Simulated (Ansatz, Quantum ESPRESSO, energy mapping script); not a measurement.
# NiO: energy mapping under PBE+U (5.4 eV), QE, GBRV, part 2 of 3

Wanted: the magnetic order of NiO, its couplings and an estimate of its ordering temperature, by PBE+U (5.4 eV), QE, GBRV.

PBE with U = 5.4 eV on Ni d, ortho-atomic projectors; plane waves, U on orthogonalised atomic orbitals unless named otherwise, collinear spin, no spin–orbit coupling.

So far. Step 3 (Run 1 (parallel; cell A, 4 atoms)): The run ends ferromagnetic.

## (4) Compensated +− start in cell A (4 atoms)

Level of this step: PBE with U = 5.4 eV on Ni d, ortho-atomic projectors, GBRV potentials (Quantum ESPRESSO).

This order reverses 8 of the 12 neighbours at 2.95 Å, 0 of the 6 neighbours at 4.17 Å and 16 of the 24 neighbours at 5.11 Å, counted for an average magnetic atom.

The input, pw.in:

```
&control
  calculation = 'scf'
  prefix = 'pw'
  outdir = './tmp/'
  pseudo_dir = './pseudo/'
  verbosity = 'low'
/
&system
  ibrav = 0
  nat = 4
  ntyp = 3
  ecutwfc = 45
  ecutrho = 360
  nbnd = 36
  occupations = 'smearing'
  smearing = 'fd'
  degauss = 0.00367493
  nspin = 2
  starting_magnetization(1) = 0.1111
  starting_magnetization(2) = -0.1111
/
&electrons
  conv_thr = 1.0e-08
  electron_maxstep = 120
  mixing_beta = 0.3
  mixing_mode = 'plain'
/
ATOMIC_SPECIES
  Ni1 58.6934 Ni.upf
  Ni2 58.6934 Ni.upf
  O 15.9990 O.upf
CELL_PARAMETERS angstrom
  0.00000000 -2.08590164 -2.08590164
  0.00000000 2.08590164 -2.08590164
  4.17180328 0.00000000 0.00000000
ATOMIC_POSITIONS crystal
  Ni1 0.50000000 0.50000000 0.50000000
  Ni2 0.00000000 0.00000000 0.00000000
  O 0.50000000 0.50000000 0.00000000
  O 0.00000000 0.00000000 0.50000000
K_POINTS automatic
  7 7 5 0 0 0
HUBBARD {ortho-atomic}
U Ni1-3d 5.4
U Ni2-3d 5.4
```

Run with:

```bash
> OMP_NUM_THREADS=1 mpirun -n 4 pw.x -nk 4 -in pw.in > pw.out
```

The log of the run:

```text
[banner, memory and clock lines left out]
Program PWSCF v.7.5 starts
[...]
unit-cell volume          =     244.9842 (a.u.)^3
     number of atoms/cell      =            4
[...]
number of electrons       =        48.00
     number of Kohn-Sham states=           36
     kinetic-energy cutoff     =      45.0000  Ry
     charge density cutoff     =     360.0000  Ry
     scf convergence threshold =      1.0E-08
[...]
Exchange-correlation= SLA  PW   PBE  PBE
[...]
Hubbard projectors: ortho-atomic
     Hubbard parameters of DFT+U (Dudarev formulation) in eV:
[...]
atomic species   magnetization
[...]
16 Sym. Ops., with inversion, found
[...]
number of k points=    30  Fermi-Dirac smearing, width (Ry)=  0.0037
[...]
Number of occupied Hubbard levels =   16.0000
     Atomic wfc used for Hubbard projectors are orthogonalized
[...]
iteration #  1     ecut=    45.00 Ry     beta= 0.30
[...]
Number of occupied Hubbard levels =    8.0354
     total energy              =    -734.87628400 Ry
     estimated scf accuracy    <      55.59093554 Ry
     total magnetization       =     0.00 Bohr mag/cell
     absolute magnetization    =     4.92 Bohr mag/cell
     iteration #  2     ecut=    45.00 Ry     beta= 0.30
[...]
total energy              =    -747.72797017 Ry
     estimated scf accuracy    <      22.22932048 Ry
     total magnetization       =     0.00 Bohr mag/cell
     absolute magnetization    =     0.28 Bohr mag/cell
     iteration #  3     ecut=    45.00 Ry     beta= 0.30
[...]
total energy              =    -750.46030344 Ry
     estimated scf accuracy    <       0.74464381 Ry
     total magnetization       =     0.00 Bohr mag/cell
     absolute magnetization    =     3.79 Bohr mag/cell
[...]
total energy              =    -750.84935154 Ry
[...]
iteration # 12     ecut=    45.00 Ry     beta= 0.30
[...]
total energy              =    -750.84935198 Ry
     estimated scf accuracy    <       0.00000001 Ry
     total magnetization       =     0.00 Bohr mag/cell
     absolute magnetization    =     3.81 Bohr mag/cell
     iteration # 13     ecut=    45.00 Ry     beta= 0.30
[...]
Magnetic moment per site  (integrated on atomic sphere of radius R)
     atom   1 (R=0.292)  charge= 15.6086  magn=  1.7260
     atom   2 (R=0.292)  charge= 15.6086  magn= -1.7260
     atom   3 (R=0.292)  charge=  5.7367  magn= -0.0758
[...]
SPIN  2
     eigenvalues:
[...]
eigenvectors (columns):
[...]
occupation matrix ns (before diag.):
[...]
------------------------ ATOM    2 ------------------------
     Tr[ns(  2)] (up, down, total) =   3.23071  4.97415  8.20486
     Atomic magnetic moment for atom   2 =  -1.74344
     SPIN  1
     eigenvalues:
[...]
eigenvectors (columns):
[...]
occupation matrix ns (before diag.):
[...]
SPIN  2
     eigenvalues:
[...]
eigenvectors (columns):
[...]
occupation matrix ns (before diag.):
[...]
0.000  0.000  0.000  0.996 -0.000
       0.000  0.000  0.000 -0.000  0.994
     Number of occupied Hubbard levels =   16.4097
 ------ SPIN UP ------------
          k = 0.0000 0.0000 0.0000 (  1245 PWs)   bands (ev):
   -90.8970 -88.4881 -51.2696 -51.2596 -51.2596 -48.9327 -48.9232 -48.9232
    -5.4909  -3.9981   7.7862   7.8699   8.0813   8.4793   8.6884   8.6884
     9.3482  10.3690  10.3690  10.5770  10.5770  11.9893  12.0011  12.0011
[...]
32.0629  33.1997  33.1997  33.2057
          k = 0.1414 0.0000 0.0000 (  1241 PWs)   bands (ev):
[...]
31.0467  32.2589  32.2589  33.4593
          k = 0.2828 0.0000 0.0000 (  1241 PWs)   bands (ev):
[...]
30.8654  30.8654  31.2540  31.2540
          k = 0.0000 0.1010-0.1010 (  1252 PWs)   bands (ev):
[...]
k = 0.1414 0.1010-0.1010 (  1245 PWs)   bands (ev):
[...]
k = 0.2828 0.1010-0.1010 (  1237 PWs)   bands (ev):
[...]
[... cut ...]
[...]
------ SPIN DOWN ----------
          k = 0.0000 0.0000 0.0000 (  1245 PWs)   bands (ev):
[...]
k = 0.1414 0.0000 0.0000 (  1241 PWs)   bands (ev):
[...]
k = 0.2828 0.0000 0.0000 (  1241 PWs)   bands (ev):
[...]
k = 0.1414 0.0000-0.6061 (  1262 PWs)   bands (ev):
[...]
30.2099  30.6580  32.1759  32.2951
          k = 0.2828 0.0000-0.6061 (  1255 PWs)   bands (ev):
[...]
9.3676   9.8187  10.1480  10.2629  10.9310  11.0435  11.0951  11.9914
    16.3828  16.9543  22.6009  23.1172  24.7490  24.8035  25.1651  25.4016
    28.6648  29.0078  34.7774  34.8971
     the Fermi energy is    14.7852 ev
!    total energy              =    -750.84935241 Ry
     estimated scf accuracy    <          3.8E-11 Ry
     smearing contrib. (-TS)   =      -0.00000000 Ry
     internal energy E=F+TS    =    -750.84935241 Ry
     The total energy is F=E-TS. E is the sum of the following terms:
     one-electron contribution =    -431.79375999 Ry
     hartree contribution      =     245.20876437 Ry
     xc contribution           =     -85.93020900 Ry
     ewald contribution        =    -478.44661533 Ry
     Hubbard energy            =       0.11246754 Ry
     total magnetization       =     0.00 Bohr mag/cell
     absolute magnetization    =     3.81 Bohr mag/cell
     convergence has been achieved in  13 iterations
```

The job ended after 17 s (4 MPI ranks of Arm Neoverse V1, shared host; peak memory 0.39 GiB; 69 s of CPU time).

Spin moment in the sphere by atom:

| atom | spin moment in the sphere (μB) |
| --- | --- |
| Ni1 | 1.73 |
| Ni2 | -1.73 |
| O3 | -0.08 |
| O4 | 0.08 |

The run ends antiferromagnetic, 12.26 meV a magnetic atom above the parallel order of its cell.

## (5) Run 3 (parallel; cell B, 4 atoms)

The parallel order again, as the reference for this cell.

This run holds the same structure in another cell (c 4.172 → 5.109 Å, α 90.0 → 73.2°, β 90.0 → 73.2°, γ 90.0 → 60.0°).

The input, pw.in:

```
&control
  calculation = 'scf'
  prefix = 'pw'
  outdir = './tmp/'
  pseudo_dir = './pseudo/'
  verbosity = 'low'
/
&system
  ibrav = 0
  nat = 4
  ntyp = 2
  ecutwfc = 45
  ecutrho = 360
  nbnd = 38
  occupations = 'smearing'
  smearing = 'fd'
  degauss = 0.00367493
  nspin = 2
  starting_magnetization(1) = 0.1111
/
&electrons
  conv_thr = 1.0e-08
  electron_maxstep = 120
  mixing_beta = 0.3
  mixing_mode = 'plain'
/
ATOMIC_SPECIES
  Ni 58.6934 Ni.upf
  O 15.9990 O.upf
CELL_PARAMETERS angstrom
  0.00000000 -2.08590164 -2.08590164
  -2.08590164 0.00000000 -2.08590164
  2.08590164 2.08590164 -4.17180328
ATOMIC_POSITIONS crystal
  Ni 0.50000000 0.50000000 0.50000000
  Ni 0.00000000 0.00000000 0.00000000
  O 0.75000000 0.75000000 0.75000000
  O 0.25000000 0.25000000 0.25000000
K_POINTS automatic
  8 8 8 0 0 0
HUBBARD {ortho-atomic}
U Ni-3d 5.4
```

The log of the run:

```text
[banner, memory and clock lines left out]
Program PWSCF v.7.5 starts
[...]
unit-cell volume          =     244.9842 (a.u.)^3
     number of atoms/cell      =            4
[...]
number of electrons       =        48.00
     number of Kohn-Sham states=           38
     kinetic-energy cutoff     =      45.0000  Ry
     charge density cutoff     =     360.0000  Ry
[...]
The total energy is F=E-TS. E is the sum of the following terms:
     one-electron contribution =    -431.85246731 Ry
     hartree contribution      =     245.26734499 Ry
     xc contribution           =     -85.93419877 Ry
     ewald contribution        =    -478.44661533 Ry
     Hubbard energy            =       0.11475461 Ry
     total magnetization       =     4.00 Bohr mag/cell
     absolute magnetization    =     4.03 Bohr mag/cell
     convergence has been achieved in  12 iterations
[key lines of the parts left out:]
!    total energy              =    -750.85118182 Ry
the Fermi energy is    14.6815 ev
```

It took 37 s on 4 MPI ranks; peak memory 0.46 GiB; 2.5 min of CPU time.

The run ends ferromagnetic. For each magnetic atom its energy differs from the parallel run of the first cell by -0.18 meV, an error that one common reference would have brought in.

## (6) Run 4 (compensated +−; cell B, 4 atoms)

This order reverses 6 of the 12 neighbours at 2.95 Å, 6 of the 6 neighbours at 4.17 Å and 12 of the 24 neighbours at 5.11 Å, counted for an average magnetic atom.

pw.in: that of step 5 with these lines changed.

```diff
@@ -10,6 +10,6 @@
   nat = 4
-  ntyp = 2
+  ntyp = 3
   ecutwfc = 45
   ecutrho = 360
-  nbnd = 38
+  nbnd = 36
   occupations = 'smearing'
@@ -19,2 +19,3 @@
   starting_magnetization(1) = 0.1111
+  starting_magnetization(2) = -0.1111
 /
@@ -27,3 +28,4 @@
 ATOMIC_SPECIES
-  Ni 58.6934 Ni.upf
+  Ni1 58.6934 Ni.upf
+  Ni2 58.6934 Ni.upf
   O 15.9990 O.upf
@@ -34,4 +36,4 @@
 ATOMIC_POSITIONS crystal
-  Ni 0.50000000 0.50000000 0.50000000
-  Ni 0.00000000 0.00000000 0.00000000
+  Ni1 0.50000000 0.50000000 0.50000000
+  Ni2 0.00000000 0.00000000 0.00000000
   O 0.75000000 0.75000000 0.75000000
@@ -41,2 +43,3 @@
 HUBBARD {ortho-atomic}
-U Ni-3d 5.4
+U Ni1-3d 5.4
+U Ni2-3d 5.4
```

The log of the run:

```text
[banner, memory and clock lines left out]
Program PWSCF v.7.5 starts
[...]
unit-cell volume          =     244.9842 (a.u.)^3
     number of atoms/cell      =            4
[...]
number of electrons       =        48.00
     number of Kohn-Sham states=           36
     kinetic-energy cutoff     =      45.0000  Ry
     charge density cutoff     =     360.0000  Ry
[...]
The total energy is F=E-TS. E is the sum of the following terms:
     one-electron contribution =    -432.11291964 Ry
     hartree contribution      =     245.48036778 Ry
     xc contribution           =     -85.92022207 Ry
     ewald contribution        =    -478.44661533 Ry
     Hubbard energy            =       0.13111976 Ry
     total magnetization       =    -0.00 Bohr mag/cell
     absolute magnetization    =     3.59 Bohr mag/cell
     convergence has been achieved in  15 iterations
[key lines of the parts left out:]
!    total energy              =    -750.86826950 Ry
the Fermi energy is    14.7070 ev
```

The job ended after 44 s (4 MPI ranks; peak memory 0.47 GiB).

The run ends antiferromagnetic, 116.25 meV a magnetic atom below the parallel order of its cell.

## (7) Run 5 (parallel; cell C, 6 atoms)

The parallel order again, as the reference for this cell.

The input, pw.in:

```
&control
  calculation = 'scf'
  prefix = 'pw'
  outdir = './tmp/'
  pseudo_dir = './pseudo/'
  verbosity = 'low'
/
&system
  ibrav = 0
  nat = 6
  ntyp = 2
  ecutwfc = 45
  ecutrho = 360
  nbnd = 55
  occupations = 'smearing'
  smearing = 'fd'
  degauss = 0.00367493
  nspin = 2
  starting_magnetization(1) = 0.1111
/
&electrons
  conv_thr = 1.5e-08
  electron_maxstep = 120
  mixing_beta = 0.3
  mixing_mode = 'plain'
/
ATOMIC_SPECIES
  Ni 58.6934 Ni.upf
  O 15.9990 O.upf
CELL_PARAMETERS angstrom
  0.00000000 2.08590164 2.08590164
  -2.08590164 0.00000000 -2.08590164
  -4.17180328 -4.17180328 4.17180328
ATOMIC_POSITIONS crystal
  Ni 0.00000000 0.00000000 0.00000000
  Ni 0.33333333 0.66666667 0.66666667
  Ni 0.66666667 0.33333333 0.33333333
  O 0.66666667 0.33333333 0.83333333
  O 0.00000000 0.00000000 0.50000000
  O 0.33333333 0.66666667 0.16666667
K_POINTS automatic
  8 8 3 0 0 0
HUBBARD {ortho-atomic}
U Ni-3d 5.4
```

The log of the run:

```text
[banner, memory and clock lines left out]
Program PWSCF v.7.5 starts
[...]
unit-cell volume          =     367.4763 (a.u.)^3
     number of atoms/cell      =            6
[...]
number of electrons       =        72.00
     number of Kohn-Sham states=           55
     kinetic-energy cutoff     =      45.0000  Ry
     charge density cutoff     =     360.0000  Ry
[...]
The total energy is F=E-TS. E is the sum of the following terms:
     one-electron contribution =    -647.77956762 Ry
     hartree contribution      =     367.90200770 Ry
     xc contribution           =    -128.90141991 Ry
     ewald contribution        =    -717.66992300 Ry
     Hubbard energy            =       0.17213149 Ry
     total magnetization       =     6.00 Bohr mag/cell
     absolute magnetization    =     6.04 Bohr mag/cell
     convergence has been achieved in  13 iterations
[key lines of the parts left out:]
!    total energy              =   -1126.27677133 Ry
the Fermi energy is    14.6714 ev
```

Wall time 38 s (4 MPI ranks); peak memory 0.52 GiB.

The run ends ferromagnetic. For each magnetic atom its energy differs from the parallel run of the first cell by -0.18 meV, an error that one common reference would have brought in.

## (8) Run 6 (uncompensated ++−; cell C, 6 atoms)

This order reverses 4 of the 12 neighbours at 2.95 Å, 4 of the 6 neighbours at 4.17 Å and 12 of the 24 neighbours at 5.11 Å, counted for an average magnetic atom.

pw.in: that of step 7 with these lines changed.

```diff
@@ -10,6 +10,6 @@
   nat = 6
-  ntyp = 2
+  ntyp = 3
   ecutwfc = 45
   ecutrho = 360
-  nbnd = 55
+  nbnd = 53
   occupations = 'smearing'
@@ -19,2 +19,3 @@
   starting_magnetization(1) = 0.1111
+  starting_magnetization(2) = -0.1111
 /
@@ -27,3 +28,4 @@
 ATOMIC_SPECIES
-  Ni 58.6934 Ni.upf
+  Ni1 58.6934 Ni.upf
+  Ni2 58.6934 Ni.upf
   O 15.9990 O.upf
@@ -34,5 +36,5 @@
 ATOMIC_POSITIONS crystal
-  Ni 0.00000000 0.00000000 0.00000000
-  Ni 0.33333333 0.66666667 0.66666667
-  Ni 0.66666667 0.33333333 0.33333333
+  Ni1 0.00000000 0.00000000 0.00000000
+  Ni1 0.33333333 0.66666667 0.66666667
+  Ni2 0.66666667 0.33333333 0.33333333
   O 0.66666667 0.33333333 0.83333333
@@ -43,2 +45,3 @@
 HUBBARD {ortho-atomic}
-U Ni-3d 5.4
+U Ni1-3d 5.4
+U Ni2-3d 5.4
```

The log of the run:

```text
[banner, memory and clock lines left out]
Program PWSCF v.7.5 starts
[...]
unit-cell volume          =     367.4763 (a.u.)^3
     number of atoms/cell      =            6
[...]
number of electrons       =        72.00
     number of Kohn-Sham states=           53
     kinetic-energy cutoff     =      45.0000  Ry
     charge density cutoff     =     360.0000  Ry
[...]
The total energy is F=E-TS. E is the sum of the following terms:
     one-electron contribution =    -648.05435311 Ry
     hartree contribution      =     368.12573624 Ry
     xc contribution           =    -128.88572230 Ry
     ewald contribution        =    -717.66992300 Ry
     Hubbard energy            =       0.18961322 Ry
     total magnetization       =     2.00 Bohr mag/cell
     absolute magnetization    =     5.58 Bohr mag/cell
     convergence has been achieved in  16 iterations
[key lines of the parts left out:]
!    total energy              =   -1126.29464894 Ry
the Fermi energy is    14.5676 ev
```

It took 44 s on 4 MPI ranks; peak memory 0.53 GiB.

The run ends ferrimagnetic, 81.08 meV a magnetic atom below the parallel order of its cell.

[end of part 2 of 3]

[Logs and program files are shortened in this print: banners, set-up blocks, solver, clock and traceback lines can be left out without a mark of their own.]

[Logs are printed without paths, hosts, clocks, repeated set-up lines and the standing remarks that a program may print on its own settings, such as how far it seeks lower states.]

[Hosts, paths, dates, database ids (printed as entryN), source tags and the programs' standing remarks are cut or masked in the printed files.]

[Where a cell is said to come from a database of computed structures, the database is the Materials Project.]
